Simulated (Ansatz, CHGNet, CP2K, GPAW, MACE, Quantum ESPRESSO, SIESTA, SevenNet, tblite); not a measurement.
# Ge(100) slab, H on the bottom face, dimerised (80 atoms) in tblite

How near does tblite come to plane waves for Ge(100) slab, H on the bottom face, dimerised (80 atoms)?

Program: tblite 0.8.0. Level of theory: the method is named at each step. Results are calculated unless marked as measured.

## 1. The starting structure

The cell holds 80 atoms: 64 Ge and 16 H. Cell: a = 16.003 Å, b = 8.002 Å, c = 20.785 Å, α = 90.0°, β = 90.0°, γ = 90.0°. It derives from Ge (diamond-structure). Diamond-structure Ge (a = 5.658 Å), (100) slab of 8 atomic planes, 4 x 2 surface cells, H on the broken bonds of the bottom face, 10 Å of vacuum; top atoms paired into dimers, p(2x2) buckling; displaced by a Gaussian of 0.02 Å. Then every atom was moved at random, 0.05 Å r.m.s. a Cartesian component (hydrogen 0.6 of that). Regions: slab, 64 atoms (64 Ge); hydrogen, 16 atoms (16 H). Vacuum lies along c.

The yardstick, on the same geometry:

```
method                 : Kohn-Sham DFT, PBE, SSSP efficiency 1.3.0 pseudopotentials, plane waves (Quantum ESPRESSO 7.5); sssp-pbe-1.3.0-efficiency, cutoffs 45/360 Ry, Γ point
r.m.s. force component : 0.7693 eV/Å
longest force          : 3.356 eV/Å
time                   : 8 min on 4 MPI ranks of Arm Neoverse V2, shared host
CPU time               : 32 min
```

## 2. GFN1-xTB

Method: GFN1-xTB tight binding, diagonalisation.

File run.py:

```python
import numpy as np
from ase.io import read
from tblite.ase import TBLite

atoms = read("structure.xyz")
atoms.calc = TBLite(method="GFN1-xTB", electronic_temperature=580, accuracy=1.0, max_iterations=250, mixer_damping=0.1, verbosity=1)
energy = atoms.get_potential_energy()
forces = atoms.get_forces()
print(f"energy {energy:.6f} eV")
print("forces (eV/A)")
for i, (a, f) in enumerate(zip(atoms, forces)):
    print(f"{i:4d} {a.symbol:2s} {f[0]:10.5f} {f[1]:10.5f} {f[2]:10.5f}")
print("charges (e)")
print(np.array2string(atoms.get_charges(), precision=4, suppress_small=True, max_line_width=110, threshold=100000))
```

File structure.xyz:

```xyz
80
Lattice="16.00324 0.00000 0.00000 0.00000 8.00162 0.00000 0.00000 0.00000 20.78485" Properties=species:S:1:pos:R:3 pbc="T T T"
Ge 2.01737 2.00449 5.86548
Ge 15.89282 1.97688 7.27532
Ge 15.94659 3.97552 8.63216
Ge 1.93575 7.96945 10.20370
Ge 1.96936 2.05242 11.55825
Ge 0.08530 2.01633 12.96351
Ge 0.07361 0.00352 14.26672
Ge 2.00169 0.73823 15.85157
Ge 1.98968 6.00514 5.89334
Ge 15.99348 6.07027 7.24830
Ge 15.97699 7.99906 8.69680
Ge 2.10235 4.00177 10.01102
Ge 2.03097 6.04202 11.46264
Ge 15.98068 6.00089 12.98118
Ge 0.06529 3.93272 14.31369
Ge 2.03545 3.24402 15.17523
Ge 6.01434 1.99608 5.91183
Ge 3.93216 1.99024 7.24414
Ge 4.00001 4.08275 8.79220
Ge 5.98617 0.06785 10.17751
Ge 6.09675 1.95160 11.51377
Ge 4.06034 2.01929 13.00072
Ge 4.01057 7.98514 14.36067
Ge 5.95577 0.79352 15.02703
Ge 6.02170 5.98377 5.85676
Ge 3.95856 5.96897 7.22315
Ge 4.04466 7.87143 8.69139
Ge 5.98809 4.05066 10.09686
Ge 6.02330 5.97305 11.61187
Ge 4.01889 6.00538 12.97868
Ge 4.10179 3.89007 14.41263
Ge 6.10028 3.27402 15.76198
Ge 10.03387 2.00793 5.88274
Ge 8.07972 2.00049 7.26243
Ge 7.97890 3.95432 8.65336
Ge 10.08860 0.06665 10.04428
Ge 10.08044 1.96808 11.50067
Ge 8.05091 1.94367 12.87330
Ge 8.03683 0.04329 14.37439
Ge 10.05196 0.71478 15.86903
Ge 10.04731 5.98545 5.89396
Ge 7.99298 6.03666 7.32084
Ge 8.06147 7.92793 8.77245
Ge 10.00939 3.91303 10.14342
Ge 10.02699 5.99233 11.58589
Ge 7.99778 5.98617 12.91446
Ge 7.99650 4.05506 14.26132
Ge 10.03083 3.22257 15.07941
Ge 14.03068 1.99648 5.87027
Ge 12.00115 1.94727 7.24705
Ge 12.13478 3.98473 8.81007
Ge 14.09789 0.00136 10.07317
Ge 14.15503 2.15996 11.56864
Ge 11.95138 1.97928 12.96206
Ge 12.05108 7.97441 14.37252
Ge 14.01916 0.79552 15.14613
[... 20 atom lines left out ...]
H 14.01180 0.73951 4.98982
H 14.03292 3.24282 4.98566
H 14.03884 7.24747 5.01497
H 13.99659 4.75960 4.97818
```

Command:

```console
$ OMP_NUM_THREADS=1 python run.py > output.txt
```

The program printed:

```text
------------------------------------------------------------
  cycle        total energy    energy error   density error
------------------------------------------------------------
      1     -110.6316481689  -1.1088072E+02   3.9924951E-01
      2     -114.2598492183  -3.6282010E+00   2.7579522E-01
      3     -114.3825580051  -1.2270879E-01   1.9562401E-01
      4     -115.8903783366  -1.5078203E+00   1.6296166E-01
      5     -114.6855454008   1.2048329E+00   1.3188194E-01
      6     -115.2638569044  -5.7831150E-01   7.6437263E-02
      7     -116.0841810483  -8.2032414E-01   1.8990959E-02
      8     -116.0991810674  -1.5000019E-02   1.4772684E-02
      9     -116.1105550272  -1.1373960E-02   1.1864137E-02
     10     -116.1125323326  -1.9773054E-03   6.6151930E-03
     11     -116.1160178798  -3.4855472E-03   2.1942820E-03
     12     -116.1160658884  -4.8008575E-05   1.5736385E-03
     13     -116.1161202497  -5.4361307E-05   7.3417122E-04
     14     -116.1161207784  -5.2873183E-07   4.7340770E-04
     15     -116.1161202420   5.3641217E-07   4.0505237E-04
     16     -116.1161254320  -5.1900034E-06   2.6519035E-04
     17     -116.1161319828  -6.5507999E-06   8.3386251E-05
     18     -116.1161322152  -2.3240851E-07   6.1473925E-05
     19     -116.1161322304  -1.5162627E-08   5.2560028E-05
     20     -116.1161322646  -3.4245787E-08   1.3967579E-05
------------------------------------------------------------
 total:                                   4.131 sec
energy -3159.680899 eV
forces (eV/A)
   0 Ge   -0.94698    0.16057    0.52496
   1 Ge    1.32963   -0.06630   -0.17162
   2 Ge    1.11160    0.55042   -0.34247
   3 Ge    0.47179    1.42414   -0.98166
   4 Ge    1.05875   -0.35435   -0.60833
   5 Ge   -0.20385   -0.53638   -0.59826
   6 Ge    0.79038   -0.02074    0.94567
   7 Ge    0.02043   -0.33891   -0.09702
   8 Ge   -0.29864    0.61462   -0.21386
   9 Ge    0.02313   -0.76434   -0.21036
  10 Ge    0.79648    0.11622   -0.44200
  11 Ge   -2.22845    0.09094    1.15831
  12 Ge   -0.22884   -1.32804    1.06191
  13 Ge    0.04131   -0.41002   -0.78612
  14 Ge   -2.02455    1.37254    0.41029
  15 Ge    0.45922   -1.15308    1.12861
  16 Ge   -0.00370    0.26774    0.15652
  17 Ge    0.84348   -0.08646    0.61688
  18 Ge    1.25140   -0.59247   -2.02780
  19 Ge    0.25705   -1.50760   -0.65995
  20 Ge   -0.68876    1.64449    0.19814
  21 Ge   -0.04845   -0.72257   -1.40350
  22 Ge   -2.98157   -0.82947   -0.00346
  23 Ge    1.56316    1.51596    1.15672
[...]
72 H    -0.02118    1.31996   -0.03605
  73 H     0.00372   -1.45696   -0.01202
  74 H    -0.00083    1.36024    0.01866
  75 H     0.09081   -1.00390   -0.15914
  76 H     0.07915    1.32238   -0.04685
  77 H     0.06891   -1.17784   -0.02938
  78 H    -0.09952   -1.29010    0.01909
  79 H    -0.03262    1.17831    0.03128
charges (e)
[ 0.1265 -0.0181 -0.0151 -0.0047 -0.0338  0.0361 -0.0708  0.0596  0.1378 -0.0265 -0.003  -0.0082 -0.0394
  0.0361 -0.0597  0.0992  0.1289 -0.0332 -0.0161  0.0024 -0.0435  0.0444 -0.0754  0.121   0.1307 -0.0065
 -0.0264  0.0034 -0.031   0.0466 -0.0579  0.0265  0.138  -0.021  -0.0109  0.0072 -0.0391  0.0179 -0.0809
  0.0794  0.1285 -0.0303 -0.0086 -0.0066 -0.0543  0.0366 -0.0578  0.1043  0.1322 -0.0358 -0.0133 -0.0309
 -0.0244  0.0511 -0.0636  0.0986  0.1325 -0.0233 -0.0077  0.0083 -0.0285  0.0474 -0.0607 -0.0094 -0.0512
 -0.0466 -0.0549 -0.0486 -0.0556 -0.0574 -0.0481 -0.0432 -0.0518 -0.0487 -0.0471 -0.0489 -0.0518 -0.0502
 -0.0518 -0.049 ]
```

It took 4.6 s on 1 thread of Arm Neoverse V2, shared host; peak memory 0.15 GiB.

Banners, paths, timers and routine set-up lines are dropped from the logs unmarked, and long logs keep their key lines alone; longer cuts are marked.

Numbers from this run, and their distance from the reference:

* r.m.s. force component: 0.8334 eV/Å
* r.m.s. difference of force components: 284.8 meV/Å
* longest difference of force vectors: 1039 meV/Å
* force difference over r.m.s. force: 37.02 %
* slope of forces against the reference's: 1.018
* correlation of force components: 0.94

Length of the force difference by element (eV/Å):

```tsv
element	atoms	mean	most
Ge	64	0.32	1.0
H	16	0.82	0.94
```

A closer look about Ge33, whose charge lies farthest from its element's mean: 9 atoms, nearest first, numbered in the order of the input, with positions taken from that point.

```tsv
atom	x	y	z	distance (Å)	bonds	Mulliken charge (e)	Fx	Fy	Fz (eV/Å)
Ge33	0.00	0.00	0.00	0.00	4	0.14	-0.01	0.08	-0.13
H73	-0.04	-1.27	-0.86	1.54	1	-0.05	-0.02	1.32	-0.04
H74	-0.01	1.27	-0.87	1.54	1	-0.05	0.00	-1.46	-0.01
Ge34	-1.95	-0.01	1.38	2.39	4	-0.02	-0.57	-0.73	-0.11
Ge50	1.97	-0.06	1.36	2.39	4	-0.04	0.39	0.20	0.12
H75	-0.02	2.73	-0.88	2.87	1	-0.05	0.00	1.36	0.02
H76	-0.01	-2.78	-0.85	2.90	1	-0.05	0.09	-1.00	-0.16
Ge35	-2.05	1.95	2.77	3.96	4	-0.01	0.26	0.61	0.17
Ge41	0.01	3.98	0.01	3.98	4	0.13	-0.11	-0.18	0.78
```

Atoms are counted from 1 here, from 0 in the log.

Forces lie 37 % from the reference's, at 0.0024 times its CPU time (on 1 against 4 cores).

The difference per atom is largest on H (0.82 eV/Å on average, against 0.32 on Ge).

Further runs of this program without a result: tblite GFN2-xTB (not converged).

## 3. Summary of results

```yaml
force_difference_from_the_reference: tblite GFN1-xTB, 37 %
its_cpu_time: 4.6 s
```

**Reading.** Tight binding differs by 37 % (tblite GFN1-xTB); it is another model, with fitted parameters of its own, and the xTB methods hold dispersion. One electronic-structure run takes under half the reference's CPU time: tblite GFN1-xTB, at 37 % in 4.6 s against 32 min. Periodic xTB results under one method name differ between programs and library versions. The runs have no spin polarisation, so any moments at edges, vacancies or dangling bonds can't form. The electronic-structure runs sample only Γ, in a cell whose shortest periodic width is 8 Å, which is coarse for a cell with partly filled levels.

[Also dropped from logs without a mark: logging warnings of Python, and SIESTA's first energy breakdown and zero terms.]

[Logs are printed without paths, hosts, clocks, repeated set-up lines and the standing remarks that a program may print on its own settings, such as how far it seeks lower states.]

[Hosts, paths, dates, database ids (printed as entryN), source tags and the programs' standing remarks are cut or masked in the printed files.]
